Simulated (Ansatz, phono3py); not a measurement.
# Heat carried by phonons in NaCl (Fm-3m), part 2 of 4

How well does the lattice of NaCl conduct heat?

Measurements to reproduce:
- thermal conductivity 7.1 W/m/K near room temperature (given in “Combining the AFLOW GIBBS and Elastic Libraries to efficiently and robustly screen thermo-mechanical properties of solids”, 2017, arXiv:1611.05714)
- thermal conductivity 7.1 W/m/K near room temperature (given in “Predicting the lattice thermal conductivity of solids by solving the Boltzmann transport equation: AFLOW - AAPL an automated, accurate and efficient framework”, 2017, arXiv:1611.05481)

Ansatz 0.2.0; DFT LDA, scalar-relativistic, plane waves, PAW.

So far. Step 2 (A first coarse run): The start is under -2.2 GPa at this level and looks like an insulator or semiconductor on this mesh. The relaxed cell has a = 5.464 Å (conventional setting).

The database entry behind the starting cell differs from later determinations by our own check (an axis about 0.4 % short against later determinations), so it need not match the best structure at ambient conditions.

## 4. A second relaxation

The relaxation is run once more from where the first one ended, as the script does after a large change of volume or of the gap, with mesh and occupations reviewed.

input.yaml

```yaml
crystal:
  lattice:
    - [0.0, 2.732195184, 2.732195184]
    - [2.732195184, 0.0, 2.732195184]
    - [2.732195184, 2.732195184, 0.0]
  atoms:
    - { symbol: Na, position: [0.0, 0.0, 0.0] }
    - { symbol: Cl, position: [0.5, 0.5, 0.5] }
kpoints:
  mp_grid: { grid: [8, 8, 8] }
hamiltonian:
  xc: lda
scf:
  occupations: { method: gaussian, width: 0.02 }
output:
  forces: true
  stress: true
  eigenvalues: true
  write_density: true
  write_potential: true
  elf: true
  volumetric_format: npy
relax:
  adjacent_minimum: "off"
  f_tol: 0.005
  max_steps: 80
  cell: { stress_tol: 0.05 }
```

The run is started by

```console
> ansatz run input.yaml --threads 8 --pin off --max-ram 16384MiB --backend cpu --events-out ev --progress --plain --runs-dir out
```

Numbers of over 12 decimals in the logs are rounded to 6 here.

What it wrote:

```text
[...]
Crystal: 2 atoms, lattice volume = 40.791 Å³
Basis set: ecut = 420 eV, 821 PW (Γ)
Bands: 12, of which v1, the nominal top of the filled ones, is band 8 counted from 1 (7 counted from 0)
Symmetry: 48 space group operations
[...]
k-points: 29 of 512
[...]
SCF iter   1: F=—  HF=-2514.342272 eV  |F-HF|=—  |Δ(HF+E_count)|=         —  Δρ=7.60e-3  dr2=1.59e-2  ethr=1.77e-3  ⟨swp⟩=6.0  Hψ=2041  notcnv=0
[...]
SCF iter   6: F=-2514.331814 eV  HF=-2514.331814 eV  |F-HF|=3.99e-8  |Δ(HF+E_count)|=   1.11e-6  Δρ=1.26e-5  dr2=7.59e-8  ethr=6.25e-10  ⟨swp⟩=6.6  Hψ=1935  notcnv=0
SCF 1 converged in 6 iterations: F = -2514.331814 eV  dr2 = 7.59e-8
[...]
relax step   1: F+E_penalty+E_count = -2514.33181380 eV  Δ(F+E_penalty+E_count) = +0.000e0 eV  max|allowed force component| = 5.045e-30 eV/Å  Δτ_max = 0.0000 Å  P = -0.004 GPa  Ω = 40.791 Å³  (6 SCF iters, dr2 threshold 1.00e-7 eV, accepted)
[...]
SCF iter   5: F=-2514.331814 eV  HF=-2514.331814 eV  |F-HF|=4.55e-12  |Δ(HF+E_count)|=  6.73e-11  Δρ=1.47e-7  dr2=6.45e-12  ethr=1.00e-12  ⟨swp⟩=4.2  Hψ=1575  notcnv=0
SCF 2 converged in 5 iterations: F = -2514.331814 eV  dr2 = 6.45e-12
relax step   2: F+E_penalty+E_count = -2514.33181382 eV  Δ(F+E_penalty+E_count) = -1.808e-8 eV  max|allowed force component| = 5.925e-30 eV/Å  Δτ_max = 0.0000 Å  P = -0.004 GPa  Ω = 40.791 Å³  stress off target by 4.47e-3 GPa  SCF on the basis re-selected at this cell (its energy is not comparable with the rows above)  (5 SCF iters)
basis re-selected at this cell: Δ(F+E_penalty+E_count) = -1.808e-8 eV, ΔP = -0.000 GPa vs the last step (what re-selecting the basis moved, of the pressure what is left beyond the Pulay correction that the steps carried, after the strain that the cell walked since its last selection, with what the two solves' SCF thresholds leave and, on support functions, any second-order correction that the steps lacked; it is no m [...]
SCF converged after 5 iterations
Free energy (F): -2514.331814 eV
[...]
Internal energy: -2514.331814 eV  (E = F + TS)
E sigma→0 (E₀):  -2514.331814 eV
Fermi energy:    4.169567 eV
[...]
--- Stress (GPa, compression-positive) ---
       -0.004465       0.000000       0.000000
        0.000000      -0.004465       0.000000
        0.000000       0.000000      -0.004465
  P = ⅓ Tr σ = -0.0045 GPa (-0.045 kbar)
--- Band table (eV; the first three rows and the last of 29) ---
  k-point 0: bands = [... 4 lower, -11.2126, 1.6327, 1.6327, 1.6327, 6.7063, 12.4618, 12.4618, 12.4618]
  k-point 1: bands = [... 4 lower, -11.1489, 1.1776, 1.5807, 1.5807, 7.2601, 11.9327, 12.6775, 12.6775]
  k-point 2: bands = [... 4 lower, -10.9898, 0.2978, 1.4601, 1.4601, 8.2394, 11.5126, 12.8249, 12.8249]
  k-point 28: bands = [... 4 lower, -10.6692, 0.1826, 0.1826, 0.7046, 10.4729, 11.2153, 11.2153, 13.0480]
--- Relaxed structure (1 steps of the walk, 1 accepted, 1 SCFs on fresh bases) ---
[...]
cell:  # Å, volume = 40.7911 Å³
    - [0.0, 2.732195184, 2.732195184]
    - [2.732195184, 0.0, 2.732195184]
    - [2.732195184, 2.732195184, 0.0]
  atoms:
    - { symbol: Na, position: [0.0, 0.0, 0.0] }
    - { symbol: Cl, position: [0.5, 0.5, 0.5] }
```

Wall time 0.88 s (8 threads of Arm Neoverse N1, shared host); peak memory 0.3 GiB; 4.1 s of CPU time.

Little changed from the start: no atom moved by 0.005 Å and no cell edge by 0.1 %.

Numbers from this step:

```yaml
pressure: -0.004465 GPa
```

ELF in the ac plane of the conventional cell at fractional y = 0.000, with atoms of Na and Cl within 0.2 Å of it. It is the smooth field of the valence electrons, not physical close to the nuclei.

Ten even steps from '_' (0.03) to '@' (0.86), each cell a mean:
```
++**::..##@@@@**##@@@@==__++++
++--__..**@@@@@@@@@@%%--__::++
________--##@@@@@@%%++..______
==--::____::======--..__..--==
@@@@##--______________..++%%@@
@@@@@@**____--++==..__--%%@@@@
**@@@@##..::**++++==__==@@@@##
==%%@@##..::**--++++__==@@@@**
%%@@@@##....++****--__==@@@@@@
@@@@%%++____..::::____::##@@@@
%%##++..____......______--**##
....____..++######**--____....
::..____++%%@@@@@@@@##::____::
**++....##@@@@%%@@@@@@--__--**
--**::..%%@@%%==**@@@@==__++++
```
Columns run along a (5.5 Å), rows up along c (5.5 Å), edges of the conventional cell, whose origin can differ from the input's. Atoms in or near the plane, at fractional coordinates: Na at (0.00, 0.00), Na at (0.50, 0.50), Cl at (0.50, 0.00), Cl at (0.00, 0.50).

Electrostatic potential energy in the ac plane of the conventional cell at fractional y = 0.000, with atoms of Na and Cl within 0.2 Å of it. With pseudopotentials it is smooth inside the atoms' cores, unlike the true potential.

Ten even steps from '_' (-58 eV) to '@' (8 eV), each cell a mean:
```
__==%%@@@@##--....++@@@@@@**..
**##@@@@@@@@**==++%%@@@@@@%%**
@@@@@@@@@@@@@@%%%%@@@@@@@@@@@@
@@@@@@@@@@@@@@@@@@@@@@@@@@@@@@
%%@@@@@@@@@@@@@@@@@@@@@@@@@@@@
==**@@@@@@@@%%**##%%@@@@@@%%++
..--##@@@@%%==__..##@@@@%%++..
__::##@@@@%%::____**@@@@%%==..
::==%%@@@@%%**::==%%@@@@@@**--
##%%@@@@@@@@%%%%%%@@@@@@@@@@##
@@@@@@@@@@@@@@@@@@@@@@@@@@@@@@
@@@@@@@@@@@@@@@@@@@@@@@@@@@@@@
%%%%@@@@@@@@%%####@@@@@@@@@@%%
--**%%@@@@%%==::--**@@@@@@##==
__--%%@@@@##::__..==%%@@@@**__
```
Columns run along a (5.5 Å; values clipped at the 3rd and 97th percentile), rows up along c (5.5 Å), edges of the conventional cell, whose origin can differ from the input's. Atoms in or near the plane, at fractional coordinates: Na at (0.00, 0.00), Na at (0.50, 0.50), Cl at (0.50, 0.00), Cl at (0.00, 0.50).

Valence density in the ac plane of the conventional cell at fractional y = 0.000, with atoms of Na and Cl within 0.2 Å of it. It is the smooth field of the valence electrons, not physical close to the nuclei.

Ten steps, logarithmic in the rise over the least value, from '_' (0 e/Å³) to '@' (17 e/Å³), each cell a mean:
```
@@**::__..--++======::..__==%%
++--____..::======--..____..==
..________..::--::..__________
..____________....__________..
::::..________..__________..::
====::..____--++==..____..--==
====--..__::##@@%%==__..::====
::====..__::##@@@@++....--====
====--..__..++####--____::==++
==--::______..::::______..::--
::..______________________....
____________........__________
::..______::--==--::..______::
##++..__..--========::____--**
@@##::__::====::====::....++@@
```
Columns run along a (5.5 Å), rows up along c (5.5 Å), edges of the conventional cell, whose origin can differ from the input's. Atoms in or near the plane, at fractional coordinates: Na at (0.00, 0.00), Na at (0.50, 0.50), Cl at (0.50, 0.00), Cl at (0.00, 0.50).

## 5. Tight relaxation

The relaxation is repeated with tighter thresholds on force and stress, since phonons are sensitive to what is left; a change of mesh or smearing in the input moves the cell too.

input.yaml, the sections that differ from step 4:

```yaml
kpoints:
  mp_grid: { grid: [9, 9, 9] }
scf:
  occupations: { method: fixed }
output:
  forces: true
  stress: true
  eigenvalues: true
relax:
  adjacent_minimum: "off"
  f_tol: 0.001
  max_steps: 60
  cell: { stress_tol: 0.01 }
# crystal, hamiltonian: as in step 4
```

What it wrote:

```text
[...]
Crystal: 2 atoms, lattice volume = 40.791 Å³
Basis set: ecut = 420 eV, 821 PW (Γ)
Bands: 12, of which v1, the nominal top of the filled ones, is band 8 counted from 1 (7 counted from 0)
Symmetry: 48 space group operations
[...]
k-points: 35 of 729
[...]
k-point 34: bands = [... 4 lower, -10.6766, 0.0192, 0.3193, 0.7906, 10.4823, 10.8938, 11.3289, 13.3691]
--- Relaxed structure (1 steps of the walk, 1 accepted, 1 SCFs on fresh bases) ---
[...]
cell:  # Å, volume = 40.7911 Å³
    - [0.0, 2.732195184, 2.732195184]
    - [2.732195184, 0.0, 2.732195184]
    - [2.732195184, 2.732195184, 0.0]
  atoms:
    - { symbol: Na, position: [0.0, 0.0, 0.0] }
    - { symbol: Cl, position: [0.5, 0.5, 0.5] }
[key lines of the parts left out:]
SCF converged after 7 iterations
Free energy (F): -2514.331814 eV
Fermi energy:    1.632699 eV
P = ⅓ Tr σ = -0.0044 GPa (-0.044 kbar)
```

Elapsed: 0.92 s, on 8 threads; peak memory 0.3 GiB; 4.6 s of CPU time.

Little changed from the start: no atom moved by 0.005 Å and no cell edge by 0.1 %.

Numbers from this step:

- pressure: -0.004416 GPa

The residual pressure is -0.0044 GPa, small enough for phonons.

## 6. A faulty attempt

This input was changed on purpose, to see how the program answers.

input.yaml, the sections that differ from step 5:

```yaml
kpoints:
  mp_grid: { grid: [6, 6, 6] }
scf:
  occupations: { method: fixed }
  max_iter: 80
output:
  eigenvalues: true
phonons:
  supercell: [2, 2, 2]
  dielectric: false
  third_order: { supercell: [2, 2, 2], pair_cutoff: 5.4 }
  lattice_thermal_conductivity:
    qmesh: [11, 11, 11]
    temperatures: [300]
    isotope_mass_variance:
      - { species: Cl, variance: 0.0005827 }
      - { species: Na, variance: 0.0 }
# crystal, hamiltonian: as in step 5
# relax: removed
```

What it wrote:

```text
Error: invalid value for `phonons.third_order.pair_cutoff`: 5.400 Å is not below 3.864 Å, half the shortest translation of the third-order supercell, so a pair of sites would have two images within it; lower pair_cutoff or enlarge phonons.third_order.supercell
```

The job ended after 0.11 s (8 threads; peak memory 0.096 GiB).

The program refused the input before any cycle.

The program's message: “Error: invalid value for `phonons.third_order.pair_cutoff`: 5.400 Å is not below 3.864 Å, half the shortest translation of the third-order supercell, so a pair of sites would have two images within it …”

The fault put into the input: a pair cutoff beyond half of the supercell.

(Continued in part 3 of 4.)

[Logs are printed without paths, hosts, clocks, repeated set-up lines and the standing remarks that a program may print on its own settings, such as how far it seeks lower states.]

[Hosts, paths, dates, database ids (printed as entryN), source tags and the programs' standing remarks are cut or masked in the printed files.]

[A step with changed settings may run another functional than the one named; its input shows which.]
